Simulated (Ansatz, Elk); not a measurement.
# How far do independent atoms describe ZrCrAs2?

The structure of ZrCrAs2 used here is made up (a known structure type with other elements) and was relaxed beforehand with PBE. The aim is the Fourier transform of its all-electron density, F(hkl), set beside the sum over free spherical atoms that refinements use.

Main program and level: Elk 11.2.3 (patched build); DFT, PBE, all-electron APW+lo, Dirac cores, scalar-relativistic bands, static density, ferromagnetic start.

The structure was built from a prototype and need not be the compound's stable phase.

## (1) The starting structure

It takes space group R-3m (No. 166, trigonal). Conventional cell: a = 3.817 Å, b = 3.817 Å, c = 17.419 Å, α = 90.00°, β = 90.00°, γ = 120.00°. Nearest to Zr lie 6 As at 2.73 Å. As has 3 Cr at 2.55 Å and 3 Zr at 2.73 Å nearest. Nearest to Cr lie 6 As at 2.55 Å. Farther neighbours are not listed.

Structure file:

```cif
data_structure
_symmetry_space_group_name_H-M 'R-3m:H'
_symmetry_Int_Tables_number 166
_cell_length_a 3.8169
_cell_length_b 3.8169
_cell_length_c 17.4189
_cell_angle_alpha 90.000
_cell_angle_beta 90.000
_cell_angle_gamma 120.000
_cell_volume 219.78
loop_
_atom_site_label
_atom_site_type_symbol
_atom_site_symmetry_multiplicity
_atom_site_Wyckoff_symbol
_atom_site_fract_x
_atom_site_fract_y
_atom_site_fract_z
_atom_site_occupancy
Zr1 Zr 3 b 0.66667 0.33333 0.83333 1
As1 As 6 c 0.33333 0.66667 0.92631 1
Cr1 Cr 3 a 0.00000 0.00000 0.00000 1
```

## (2) Ground state and structure factors

An all-electron density is needed, since X-rays see the cores too. Task 0 finds the density and task 195 Fourier-transforms it; tshift is off so that phases refer to the origin typed.

File elk.in:

```
tasks
  0
  195
  196

xctype
  20

spinpol
  .true.

rgkmax
  7.0

gmaxvr
  14.0

lmaxo
  7

lmaxapw
  8

swidth
  0.002

tshift
  .false.

ramdisk
  .false.

hmaxvr
  5.5

maxscl
  120

epspot
  1e-06

reducebf
  0.8

sppath
  './'

avec
  3.60649267267 2.08220951540 10.97230591366
  -3.60649267267 2.08220951540 10.97230591366
  0.00000000000 -4.16441903080 10.97230591366

atoms
  3
  'Zr.in'
  1
  0.5000000000 0.5000000000 0.5000000000   0.000000 0.000000 0.000000
  'As.in'
  2
  0.2596426783 0.2596426783 0.2596426783   0.000000 0.000000 0.000000
  0.7403573217 0.7403573217 0.7403573217   0.000000 0.000000 0.000000
  'Cr.in'
  1
  0.0000000000 0.0000000000 0.0000000000   0.000000 0.000000 -0.130000

ngridk
  6 6 6
```

The run is started by

```sh
> OMP_NUM_THREADS=4 elk
```

Numbers of over 12 decimals in the logs are rounded to 6 here.

The program printed:

```text
┌─────────────────────────┐
│ Elk code version 11.2.3 │
└─────────────────────────┘

All units are atomic (Hartree, Bohr, etc.)

┌─────────────────────────────────────────────────┐
│ Ground-state run starting from atomic densities │
└─────────────────────────────────────────────────┘

Lattice vectors :
   3.606492673       2.082209515       10.97230591
  -3.606492673       2.082209515       10.97230591
   0.000000000      -4.164419031       10.97230591

Reciprocal lattice vectors :
  0.8710935911      0.5029261193      0.1908801230
 -0.8710935911      0.5029261193      0.1908801230
 -0.1734010546E-16  -1.005852239      0.1908801230

Unit cell volume      :    494.3774338
Brillouin zone volume :   0.5017425888

Muffin-tin inner radius fraction :   0.1000000000E-01

Nuclei treated as point charges

Species : 1 (Zr)
 parameters loaded from : Zr.in
 name : zirconium
 nuclear charge    :   -40.00000000
 electronic charge :    40.00000000
 atomic mass :    166291.1793
 muffin-tin radius :    2.600000000
 number of radial points in muffin-tin :   1193
 inner part over the whole radius :   0.9967875514E-02
 number on inner part of muffin-tin    :    848
 approximate nuclear radius :   0.8202877663E-04
 number of mesh points to nuclear radius :    417
 atomic positions (lattice), magnetic fields (Cartesian) :
  1 :   0.50000000  0.50000000  0.50000000    0.00000000  0.00000000  0.00000000

Species : 2 (As)
 parameters loaded from : As.in
 name : arsenic
 nuclear charge    :   -33.00000000
 electronic charge :    33.00000000
 atomic mass :    136573.7220
 muffin-tin radius :    2.384681363
 number of radial points in muffin-tin :    993
 inner part over the whole radius :   0.9880566787E-02
 number on inner part of muffin-tin    :    702
 approximate nuclear radius :   0.7712558785E-04
 number of mesh points to nuclear radius :    341
 atomic positions (lattice), magnetic fields (Cartesian) :
  1 :   0.25964268  0.25964268  0.25964268    0.00000000  0.00000000  0.00000000
  2 :  -0.25964268 -0.25964268 -0.25964268    0.00000000  0.00000000  0.00000000

Species : 3 (Cr)
 parameters loaded from : Cr.in
 name : chromium
 nuclear charge    :   -24.00000000
 electronic charge :    24.00000000
 atomic mass :    94783.09202
 muffin-tin radius :    2.384681363
 number of radial points in muffin-tin :    993
 inner part over the whole radius :   0.9876520786E-02
 number on inner part of muffin-tin    :    699
 approximate nuclear radius :   0.6987106690E-04
 number of mesh points to nuclear radius :    328
 atomic positions (lattice), magnetic fields (Cartesian) :
  1 :   0.00000000  0.00000000  0.00000000    0.00000000  0.00000000 -0.13000000

Total number of atoms per unit cell :    4
Total muffin-tin volume :    244.0344761
 ratio of muffin-tin to unit cell volume :   0.4936197719

Spin treatment :
 spin-polarised
 global magnetic field (Cartesian) :    0.000000000       0.000000000       0.000000000
 collinear magnetisation in z-direction

Number of Bravais lattice symmetries :   12
Number of crystal symmetries         :   12
Crystal has inversion symmetry
Real symmetric eigensolver will be used

k-point grid :      6     6     6
k-point offset :    0.000000000       0.000000000       0.000000000
k-point set is reduced with full crystal symmetry group
Total number of k-points :       32

Muffin-tin radius times maximum |G+k| :    7.000000000
 using average radius
Maximum |G+k| for APW functions       :    2.870604208
Maximum (1/2)|G+k|²                   :    4.120184258
Maximum |G| for potential and density :    14.00000000
Constant for pseudocharge density :    9
 order of it for each species :   16  16  16
 order of it for pair densities of each species (exact exchange by exxq0 0: 17) :   11   9   9
Radial integration step length :    1

G-vector grid sizes :     54    54    54
Number of G-vectors :    22921

Maximum angular momentum used for
 APW functions            :    8
 outer part of muffin-tin :    7
 inner part of muffin-tin :    2

[...]
RMS change in Kohn-Sham potential (target) :    2.450970135     (  0.1000000000E-05)
Absolute change in total energy (target)   :   0.4053869567     (  0.1000000000E-03)

[... loops 3 to 21 left out ...]

┌──────────────────┐
│ Loop number : 22 │
└──────────────────┘

Energies :
 Fermi                       :     0.330407
 sum of occupied eigenvalues :     -5347.1550286035
 electron kinetic            :      9405.8867548235
 core electron kinetic       :      8873.4843786004
 Coulomb                     :     -18247.207491138
 Coulomb potential           :     -14322.290185400
 nuclear-nuclear             :     -1226.3032065447
 electron-nuclear            :     -19750.266049718
 Hartree                     :      2729.3617651251
 Madelung                    :     -11086.062398438
 xc potential                :     -430.60152026805
 xc effective B-field        :    -0.150066
 external B-field            :      0.000000
 exchange                    :     -324.65776427857
 correlation                 :     -6.387834
 electron entropic           :    -0.79539190258206E-03
 total energy                :     -9172.3671302718
 (external B-field energy excluded from total)

Density of states at Fermi energy :    59.09297265
 (states/Hartree/unit cell)

Estimated indirect band gap :   0.1958626127E-02
 from k-point 1 to k-point 9
Estimated direct band gap   :   0.3675292205E-02
 at k-point 1

Charges :
 core                        :    74.00000000
 valence                     :    56.00000000
 interstitial                :    6.122674406
 muffin-tins (core leakage)
  species : 1 (Zr)
[...]
species : 2 (As)
[...]
species : 3 (Cr)
[...]
total in muffin-tins        :    123.8773256
 total calculated charge     :    129.9982949
 total charge                :    130.0000000
 error                       :   0.1705089362E-02

Moments :
 interstitial                :   0.4747849317E-01
 muffin-tins
  species : 1 (Zr)
[...]
species : 2 (As)
[...]
species : 3 (Cr)
[...]
total in muffin-tins        :    2.426223772
 total moment                :    2.473702265

RMS change in Kohn-Sham potential (target) :   0.4611183703E-06 (  0.1000000000E-05)
Absolute change in total energy (target)   :   0.6655479046E-04 (  0.1000000000E-03)

Convergence targets achieved

┌──────────────────┐
│ Loop number : 23 │
└──────────────────┘

Energies :
 Fermi                       :     0.330407
 sum of occupied eigenvalues :     -5347.1550479198
 electron kinetic            :      9405.8867522970
 core electron kinetic       :      8873.4843767451
 Coulomb                     :     -18247.207489307
 Coulomb potential           :     -14322.290194395
 nuclear-nuclear             :     -1226.3032065447
 electron-nuclear            :     -19750.266036850
 Hartree                     :      2729.3617540871
 Madelung                    :     -11086.062392110
 xc potential                :     -430.60153381121
 xc effective B-field        :    -0.150064
 external B-field            :      0.000000
 exchange                    :     -324.65776228361
 correlation                 :     -6.387834
 electron entropic           :    -0.79536770230710E-03
 total energy                :     -9172.3671291054
 (external B-field energy excluded from total)

Density of states at Fermi energy :    59.09076020
 (states/Hartree/unit cell)

Estimated indirect band gap :   0.1959486706E-02
 from k-point 1 to k-point 9
Estimated direct band gap   :   0.3674352075E-02
 at k-point 1

Charges :
 core                        :    74.00000000
 valence                     :    56.00000000
 interstitial                :    6.122675305
 muffin-tins (core leakage)
  species : 1 (Zr)
[...]
species : 2 (As)
   atom 1                    :    31.64384945     (  0.1591016417E-03)
   atom 2                    :    31.64384945     (  0.1591016417E-03)
  species : 3 (Cr)
   atom 1                    :    22.66970063     ( -0.2231173255E-06)
 total in muffin-tins        :    123.8773247
 total calculated charge     :    129.9982949
 total charge                :    130.0000000
 error                       :   0.1705086993E-02

Moments :
 interstitial                :   0.4746894869E-01
 muffin-tins
  species : 1 (Zr)
[...]
species : 2 (As)
   atom 1                    :  -0.6568580496E-01
   atom 2                    :  -0.6568580496E-01
  species : 3 (Cr)
   atom 1                    :    2.740580335
 total in muffin-tins        :    2.426185717
 total moment                :    2.473654665

┌──────────────────────────────┐
│ Self-consistent loop stopped │
└──────────────────────────────┘

Warning : core states of species 2 leak from the muffin-tin :   0.1591016417E-03

Wrote STATE.OUT
```

The job ended after 4.6 min (4 threads of Intel Xeon Platinum 8488C (Sapphire Rapids), shared host; peak memory 0.47 GiB; 16 min of CPU time).

SFACRHO.OUT:

```text

h k l indices transformed by vhmat matrix:
   1.000000000       0.000000000       0.000000000    
   0.000000000       1.000000000       0.000000000    
   0.000000000       0.000000000       1.000000000    

      h      k      l  multipl.   |H|            Re(F)            Im(F)           |F|

      0      0      0      1   0.0000000       130.00000      0.38386195E-15   130.00000    
      1      1      1      2  0.57264037      -3.7632313      0.20576180E-13   3.7632313    
      1      0      0      6   1.0238037      -17.257805      0.34103980E-14   17.257805    
      0     -1     -1      6   1.0758623      -2.9308405      0.19748344E-13   2.9308405    
      2      2      2      2   1.1452807      0.26440612     -0.68649131E-13  0.26440612    
     -1     -2     -1      6   1.2628152       101.90111     -0.76337915E-14   101.90111    
      1      2      2      6   1.3865855      -28.617163     -0.48034071E-13   28.617163    
      2      3      2      6   1.6724427       7.1381601      0.44573909E-13   7.1381601    
     -3     -3     -3      2   1.7179211      -37.560202     -0.67866554E-14   37.560202    
     -1      1      0      6   1.7421872       92.228427     -0.26072583E-14   92.228427    
     -3     -2     -3      6   1.8285494       85.118880     -0.10255079E-13   85.118880    
     -1      0     -2     12   1.8338847      -4.0998860     -0.17144931E-13   4.0998860    
     -1      1      1      6   2.0207400      -14.972633      0.34520624E-14   14.972633    
      2      0      0      6   2.0476073      -2.9426674     -0.26632623E-13   2.9426674    
     -1     -3     -2     12   2.0849183     -0.38519863      0.54895351E-13  0.38519863    
      0     -2     -2      6   2.1517245       82.801359     -0.60327681E-14   82.801359    
     -3     -3     -4      6   2.1576054       4.4748486      0.34309899E-14   4.4748486    
     -3     -1     -1      6   2.2266197      -24.840138      0.41192936E-13   24.840138
```

Elk indexes on the primitive cell of elk.in and gives |H| = 4π sin θ/λ in inverse bohr. Below, one row stands for each form hkl of the conventional cell (m members, Friedel mates merged), F is for one primitive cell and the density is static (no thermal factor). Free-atom factors are Waasmaier and Kirfel's, and R is Σm||F|−|F'||/Σm|F|.

```csv
hkl,m,sin θ/λ (Å⁻¹),"abs F, DFT",neutral atoms,diff.
003,2,0.086,3.763,3.625,+0.138
101,6,0.154,17.258,17.064,+0.194
012,6,0.162,2.931,2.417,+0.514
006,2,0.172,0.264,0.766,-0.501
104,6,0.190,101.901,102.138,-0.237
015,6,0.208,28.617,28.466,+0.151
107,6,0.252,7.138,7.439,-0.301
009,2,0.258,37.560,37.535,+0.025
110,6,0.262,92.228,92.792,-0.563
018,6,0.275,85.119,85.537,-0.418
113,12,0.276,4.100,3.861,+0.239
021,6,0.304,14.973,14.849,+0.124
202,6,0.308,2.943,3.130,-0.187
116,12,0.314,0.385,0.576,-0.190
```

## (3) The magnetisation density

The same run holds the spin density, and task 196 transforms it. The order is that of the start, and no other was tried.

SFACMAG_1.OUT:

```text

h k l indices transformed by vhmat matrix:
   1.000000000       0.000000000       0.000000000    
   0.000000000       1.000000000       0.000000000    
   0.000000000       0.000000000       1.000000000    

      h      k      l  multipl.   |H|            Re(F)            Im(F)           |F|

      0      0      0      1   0.0000000       2.4736548      0.37042016E-17   2.4736548    
      1      1      1      2  0.57264037       2.7717675      0.21179745E-16   2.7717675    
      1      0      0      6   1.0238037       2.2558699      0.44003702E-16   2.2558699    
      0     -1     -1      6   1.0758623       2.0110046     -0.80262482E-17   2.0110046    
      2      2      2      2   1.1452807       1.9971477     -0.44313912E-16   1.9971477    
     -1     -2     -1      6   1.2628152       1.7180024      0.20093097E-16   1.7180024    
      1      2      2      6   1.3865855       1.7119059      0.15593233E-15   1.7119059    
      2      3      2      6   1.6724427       1.1870537      0.22786038E-16   1.1870537    
     -3     -3     -3      2   1.7179211       1.2816170     -0.11114814E-15   1.2816170    
     -1      1      0      6   1.7421872       1.1469052     -0.13720818E-17   1.1469052    
     -3     -2     -3      6   1.8285494       1.1585402      0.44516775E-16   1.1585402    
     -1      0     -2     12   1.8338847       1.0857105      0.23665806E-16   1.0857105    
     -1      1      1      6   2.0207400      0.96008730      0.42767165E-16  0.96008730    
      2      0      0      6   2.0476073      0.86809499     -0.35181115E-17  0.86809499    
     -1     -3     -2     12   2.0849183      0.84746291      0.54479029E-16  0.84746291    
      0     -2     -2      6   2.1517245      0.84002943      0.17668447E-17  0.84002943
```

The total moment is 2.47 μB a cell; sphere moments: Zr1 -0.18, As2 -0.07, As3 -0.07, Cr4 +2.74 μB. Polarised neutrons measure spin and orbital magnetisation together; without spin-orbit coupling the run gives the spin part:

```csv
hkl,sin θ/λ (Å⁻¹),abs F_M (μB)
003,0.086,2.772
101,0.154,2.256
012,0.162,2.011
006,0.172,1.997
104,0.190,1.718
015,0.208,1.712
107,0.252,1.187
009,0.258,1.282
110,0.262,1.147
018,0.275,1.159
113,0.276,1.086
021,0.304,0.960
202,0.308,0.868
116,0.314,0.848
```

## (4) The highest occupied states alone

An energy window below the Fermi level keeps the highest occupied states, to see at which angles they scatter; shallow core shells can lie inside it and anion s states outside. No new self-consistency is needed.

elk.in, as its differences from that of step 2:

```diff
@@ -1,5 +1,3 @@
 tasks
-  0
   195
-  196
 
@@ -44,2 +42,5 @@
 
+wsfac
+  -0.220830 0.630410
+
 sppath
```

The run is started by

```sh
> OMP_NUM_THREADS=4 elk
```

The program printed:

```text
┌─────────────────────────────────┐
│ Elk code version 11.2.3 started │
└─────────────────────────────────┘

Info(readinput): the functional depends on the density's gradient
 muffin-tin radial points multiplied by    2.00000
 (not where nrmtscf is given)

┌────────────────────┐
│ Current task : 195 │
└────────────────────┘
Info(checkmt): changed muffin-tin radius of species 2 (As) from   2.4000 to   2.3847
Info(checkmt): changed muffin-tin radius of species 3 (Cr) from   2.4000 to   2.3847

Info(sfacrho): density structure factors written to SFACRHO.OUT

 Energy window :  -0.2208300000      0.6304100000

┌──────────────────┐
│ Elk code stopped │
└──────────────────┘
```

Wall time 6.8 s (4 threads); peak memory 0.24 GiB.

States within 15 eV below the Fermi level hold 20.00 electrons; any levels below the window count with the cores. Their amplitudes can exceed the total, where window and core parts have opposite phase:

```csv
hkl,sin θ/λ (Å⁻¹),"abs F, window","abs F, all"
003,0.086,3.671,3.763
101,0.154,2.161,17.258
012,0.162,0.310,2.931
006,0.172,0.643,0.264
104,0.190,4.888,101.901
015,0.208,1.555,28.617
107,0.252,1.647,7.138
009,0.258,1.417,37.560
110,0.262,1.784,92.228
018,0.275,1.585,85.119
```

(Part 1 of 2 ends here.)

[Logs are printed without paths, hosts, clocks, repeated set-up lines and the standing remarks that a program may print on its own settings, such as how far it seeks lower states.]

[Hosts, paths, dates, database ids (printed as entryN), source tags and the programs' standing remarks are cut or masked in the printed files.]
